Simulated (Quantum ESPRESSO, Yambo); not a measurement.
# SrTiO3 (Tausonite): G0W0 with Yambo, start to end, part 2 of 3

Wanted: ground state, empty states, screening and self-energy for SrTiO3 (Tausonite).

Quantum ESPRESSO 7.5 and Yambo 5.3.0; PBE and many-body steps on it, plane waves. Known limits of the many-body steps: not at the basis limit; no spin-orbit coupling; coarse k mesh.

So far. Step 2 (Ground state): The gap is indirect, with the least direct gap 0.36 eV higher. Step 3 (Bands along the symmetry lines): The gap is 1.908 eV, as in the run before at this level.

### 4. Empty states on the mesh, 4×4×4 mesh, 107 bands

Level of this step: DFT, PBE, plane waves, norm-conserving pseudopotentials (Quantum ESPRESSO).

The sums over transitions need many empty states on a uniform mesh; this step solves for them.

File pw.in:

```
&control
  calculation = 'nscf'
  prefix = 'x'
  outdir = 'o'
  pseudo_dir = 'pseudo'
/
&system
  ibrav = 0
  nat = 5
  ntyp = 3
  ecutwfc = 76.0
  nbnd = 107
  force_symmorphic = .true.
/
&electrons
  conv_thr = 1e-9
  electron_maxstep = 80
  diago_full_acc = .true.
  diago_thr_init = 5e-6
/
ATOMIC_SPECIES
  Sr 87.62 Sr.upf
  Ti 47.867 Ti.upf
  O 15.999 O.upf
CELL_PARAMETERS angstrom
  3.9052800000 0.0000000000 0.0000000000
  0.0000000000 3.9052800000 0.0000000000
  0.0000000000 0.0000000000 3.9052800000
ATOMIC_POSITIONS crystal
  Sr 0.5000000000 0.5000000000 0.5000000000
  Ti 0.0000000000 0.0000000000 0.0000000000
  O 0.5000000000 0.0000000000 0.0000000000
  O 0.0000000000 0.5000000000 0.0000000000
  O 0.0000000000 0.0000000000 0.5000000000
K_POINTS automatic
  4 4 4 0 0 0
```

Started as:

```console
> OMP_NUM_THREADS=1 mpirun -n 4 pw.x -nk 4 -in pw.in > pw.out
```

What it wrote:

```text
[banner, memory and clock lines left out]
Program PWSCF v.7.5 starts

     Atomic positions and unit cell read from directory:
     o/x.save/

     Message from routine setup:
     using ibrav=0 with symmetry is DISCOURAGED, use correct ibrav instead

     G-vector sticks info

     bravais-lattice index     =            0
     lattice parameter (alat)  =       7.3799  a.u.
     unit-cell volume          =     401.9325 (a.u.)^3
     number of atoms/cell      =            5
     number of atomic types    =            3
     number of electrons       =        40.00
     number of Kohn-Sham states=          107
     kinetic-energy cutoff     =      76.0000  Ry
     charge density cutoff     =     304.0000  Ry
     Exchange-correlation= PBE
                           (   1   4   3   4   0   0   0)

     celldm(1)=   7.379910  celldm(2)=   0.000000  celldm(3)=   0.000000
     celldm(4)=   0.000000  celldm(5)=   0.000000  celldm(6)=   0.000000

     crystal axes: (cart. coord. in units of alat)
               a(1) = (   1.000000   0.000000   0.000000 )
               a(2) = (   0.000000   1.000000   0.000000 )
               a(3) = (   0.000000   0.000000   1.000000 )

     reciprocal axes: (cart. coord. in units 2 pi/alat)
               b(1) = (  1.000000  0.000000  0.000000 )
               b(2) = (  0.000000  1.000000  0.000000 )
               b(3) = (  0.000000  0.000000  1.000000 )
     Pseudo is Norm-conserving + core correction, Zval = 10.0
     Generated using ONCVPSP code by D. R. Hamann
     Using radial grid of 1834 points,  6 beta functions with:
     Pseudo is Norm-conserving + core correction, Zval = 12.0
     Generated using ONCVPSP code by D. R. Hamann
     Using radial grid of 1586 points,  6 beta functions with:
     Pseudo is Norm-conserving + core correction, Zval =  6.0
     Generated using ONCVPSP code by D. R. Hamann
     Using radial grid of  936 points,  5 beta functions with:
     Sr               10.00    87.62000     Sr( 1.00)
     Ti               12.00    47.86700     Ti( 1.00)
     O                 6.00    15.99900     O ( 1.00)

     48 Sym. Ops., with inversion, found

   Cartesian axes

     site n.     atom                  positions (alat units)
         1        Sr     tau(   1) = (   0.5000000   0.5000000   0.5000000  )
         2        Ti     tau(   2) = (   0.0000000   0.0000000   0.0000000  )
         3        O      tau(   3) = (   0.5000000   0.0000000   0.0000000  )
         4        O      tau(   4) = (   0.0000000   0.5000000   0.0000000  )
         5        O      tau(   5) = (   0.0000000   0.0000000   0.5000000  )

     number of k points=    10
                       cart. coord. in units 2pi/alat
        k(    1) = (   0.0000000   0.0000000   0.0000000), wk =   0.0312500
        k(    2) = (   0.0000000   0.0000000   0.2500000), wk =   0.1875000
        k(    3) = (   0.0000000   0.0000000  -0.5000000), wk =   0.0937500
[...]
k(    9) = (   0.2500000  -0.5000000  -0.5000000), wk =   0.1875000
        k(   10) = (  -0.5000000  -0.5000000  -0.5000000), wk =   0.0312500

     Dense  grid:    36041 G-vectors     FFT dimensions: (  45,  45,  45)

     The potential is recalculated from file :
     o/x.save/charge-density

     Starting wfcs are   27 randomized atomic wfcs +   80 random wfcs

     Band Structure Calculation

     End of band structure calculation

          k = 0.0000 0.0000 0.0000 (  4457 PWs)   bands (ev):

   -46.3527 -22.6721 -22.6271 -22.6271 -22.6271  -7.3121  -6.3299  -6.3299
    -4.6610  -4.6610  -4.6610   7.2355   7.2355   7.2355   8.8811   8.8811
     8.8811   9.6918   9.6918   9.6918  11.9546  11.9546  11.9546  14.4348
[...]
74.0701  74.9492  74.9492

          k = 0.0000 0.0000 0.2500 (  4504 PWs)   bands (ev):

[...]
74.8790  75.6906  76.7402

          k = 0.0000 0.0000-0.5000 (  4484 PWs)   bands (ev):

[...]
66.1709  66.1709  68.7266  68.7266  68.7786  68.9232  69.1785  69.1785
    69.5598  70.2086  70.3322  70.3322  71.5295  72.1714  72.1714  72.2256
    72.2488  72.5632  73.1618

          k = 0.0000 0.2500 0.2500 (  4514 PWs)   bands (ev):

     [... further k-points ...]

     highest occupied, lowest unoccupied level (ev):    10.0469   11.9546

     XML data file, pseudopotentials, collected wavefunctions
```

Run time: 13 s. Hardware: 4 MPI ranks of Arm Neoverse V1, shared host; peak memory 0.38 GiB.

This step gave:

```yaml
gap: 1.908 eV
k_of_the_valence_top: -0.5, -0.5, -0.5
k_of_the_conduction_bottom: 0, 0, 0
least_direct_gap: 2.263 eV
k_points_computed: 10
lowest_point_of_the_top_converged_band_above_the_valence_top: 62.8065 eV
```

On this mesh the gap is 1.908 eV.

### 5. Conversion and set-up

This step: Yambo 5.3.0; conversion and set-up on PBE, plane waves, norm-conserving pseudopotentials.

The states are converted to the many-body program's format and the q mesh is built.

Started as:

```console
> (cd o/x.save; p2y > p2y.log; mv SAVE ../..); yambo > setup.log
```

What it wrote:

```text
 Yambo, version 5.3.0

 [02] CORE Variables Setup
 =========================

  [02.01] Unit cells
  ==================

  Cell kind             :  CUB
  Atoms in the cell     :  Sr  Ti  O
  number of Sr atoms    :  1
  number of Ti atoms    :  1
  number of O  atoms    :  3

  List of atomic masses
  Mass of Sr    :  87.62000
  Mass of Ti    :  47.86700
  Mass of O     :  15.99900

  List of atomic coordinates    : [cc]
  Sr1       :  3.689955  3.689955  3.689955  order 1
  Ti1       :  0.000000  0.000000  0.000000  order 2
  O1       :  3.689955  0.000000  0.000000  order 3
  O2       :  0.000000  3.689955  0.000000  order 4
  O3       :  0.000000  0.000000  3.689955  order 5

  Alat factors          :  7.379910  7.379910  7.379910 [a.u.]
  Direct lattice volume :  401.9325 [a.u.]
  Direct lattice vectors:  A[ 1 ]  A[ 2 ]  A[ 3 ]
   A[ 1 ]:  1.000000  0.000000  0.000000  [iru]
   7.379910  0.000000  0.000000  [cc]
   A[ 2 ]:  0.000000  1.000000  0.000000  [iru]
   0.000000  7.379910  0.000000  [cc]
   A[ 3 ]:  0.000000  0.000000  1.000000  [iru]
   0.000000  0.000000  7.379910  [cc]

  Recip. lattice volume :  0.617144 [a.u.]
  Recip. lattice vectors:  B[ 1 ]  B[ 2 ]  B[ 3 ]
   B[ 1 ]:  1.000000  0.000000  0.000000  [iku]
   0.851391  0.000000  0.000000  [cc]
   B[ 2 ]:  0.000000  1.000000  0.000000  [iku]
   0.000000  0.851391  0.000000  [cc]
   B[ 3 ]:  0.000000  0.000000  1.000000  [iku]
   0.000000  0.000000  0.851391  [cc]

  [02.02] Symmetries
  ==================

  Inversion symmetry    : yes
  Spatial inversion     : yes
  Inversion index       :  25
  K-space Time-reversal : no
  Magnetic symmetries   : no
  Group table correct   : yes
  Symmetries units      :  [cc]

   [S  1]:  1.000000  0.000000  0.000000  0.000000  1.000000  0.000000  0.000000  0.000000  1.000000
   [S  2]: -1.000000  0.000000  0.000000  0.000000 -1.000000  0.000000  0.000000  0.000000  1.000000
   [S  3]: -1.000000  0.000000  0.000000  0.000000  1.000000  0.000000  0.000000  0.000000 -1.000000
[...]
[... 36 further rows ...]
   [S 47]:  0.000000  1.000000  0.000000  0.000000  0.000000 -1.000000  1.000000  0.000000  0.000000
   [S 48]:  0.000000 -1.000000  0.000000  0.000000  0.000000  1.000000  1.000000  0.000000  0.000000

  [02.03] Reciprocal space
  ========================

  nG shells         :   352
  nG charge         :   36041
  nG WFs            :   5739
  nC WFs            :   4632
  G-vecs. in first 35 shells:  [ Number ]
     1    7   19   27   33   57   81   93  123
    147   171   179   203   251   257   305   341   365
    389   437   461   485   515   587   619   691   739
    751   799   847   895   925   949  1021  1045
  ...
  Shell energy in first 35 shells:  [ mHa ]
    0.00000      362.433      724.866      1087.30      1449.73      1812.16      2174.60      2899.46      3261.90
[...]
Grid dimensions      :   4   4   4
  K lattice UC volume  :  0.009643 [a.u.]

  IBZ K-points                                      :  10
  BZ  K-points                                      :   64

  K/Q-points units:
  rlu = crystal or reduced units; cc = cartesian coordinates; iku = interal k-units

  K [ 1]         [rlu]:  0.000000  0.000000  0.000000
         WF components:   4457
  K [ 2]         [rlu]:  0.000000  0.000000  0.250000
         WF components:   4504
  K [ 3]         [rlu]:  0.000000  0.000000 -0.500000
         WF components:   4484
[...]
K [ 8]         [rlu]:  0.250000  0.250000 -0.500000
[...]
K [ 9]         [rlu]:  0.250000 -0.500000 -0.500000
         WF components:   4524
  K [10]         [rlu]: -0.500000 -0.500000 -0.500000
         WF components:   4632

  [02.05] Energies & Occupations
  ==============================

  [X] === General ===
  [X] Electronic Temperature                        :  0.000000  0.000000 [eV K]
  [X] Bosonic    Temperature                        :  0.000000  0.000000 [eV K]
  [X] Finite Temperature mode                       : no
  [X] El. density                                   :  0.67159E+24 [cm-3]
  [X] Fermi Level                                   :  10.04689 [eV]

  [X] === Gaps and Widths ===
  [X] Conduction Band Min                           :  1.907663 [eV]
  [X] Valence Band Max                              :  0.000000 [eV]
  [X] Filled Bands                                  :  20
  [X] Empty Bands                                   :   21  107
  [X] Direct Gap                                    :  2.262791 [eV]
  [X] Direct Gap localized at k                     :  1
  [X] Indirect Gap                                  :  1.907663 [eV]
  [X] Indirect Gap between kpts                     :  10   1
  [X] Last valence band width                       :  0.731989 [eV]
  [X] 1st conduction band width                     :  2.609048 [eV]

  E @ K [ 1]:  [eV]
  -56.39953 -32.71903 -32.67394 -32.67394 -32.67394 -17.35894 -16.37680 -16.37680
[...]
occ @ K [ 1]
[...]
E @ K [ 2]:  [eV]
[...]
occ @ K [ 2]
[...]
E @ K [ 3]:  [eV]
[...]
occ @ K [ 3]
[...]
E @ K [ 8]:  [eV]
[...]
occ @ K [ 8]
[...]
E @ K [ 9]:  [eV]
[...]
occ @ K [ 9]
[...]
E @ K [10]:  [eV]
[...]
occ @ K [10]
[...]
0.000000  0.000000  0.000000  0.000000  0.000000  0.000000  0.000000  0.000000
   0.000000  0.000000  0.000000  0.000000  0.000000  0.000000  0.000000  0.000000

 [03] Transferred momenta grid and indexing
 ==========================================

 IBZ Q-points                                      :  10
 BZ  Q-points                                      :   64

 K/Q-points units:
 rlu = crystal or reduced units; cc = cartesian coordinates; iku = interal k-units

 Q [ 1]         [rlu]:  0.000000  0.000000  0.000000
 Q [ 2]         [rlu]:  0.000000  0.000000  0.250000
 Q [ 3]         [rlu]:  0.000000  0.000000 -0.500000
[...]
Q [ 8]         [rlu]:  0.250000  0.250000 -0.500000
 Q [ 9]         [rlu]:  0.250000 -0.500000 -0.500000
 Q [10]         [rlu]: -0.500000 -0.500000 -0.500000

  [03.01] X indexes
  =================

   [03.01.01] Sigma indexes
   ========================

 [06] Game Over & Game summary
```

It took 3.3 s on 1 MPI rank; peak memory 0.25 GiB.

[end of part 2 of 3]

[Paths, hosts, dates, memory and timing lines, banners, echoed tables and standing remarks are left out of the program output.]

[Logs are printed without paths, hosts, clocks, repeated set-up lines and the standing remarks that a program may print on its own settings, such as how far it seeks lower states.]

[Runs of the session that timed out or met a known fault of the program may be left out.]

[Hosts, paths, dates, database ids (printed as entryN), source tags and the programs' standing remarks are cut or masked in the printed files.]
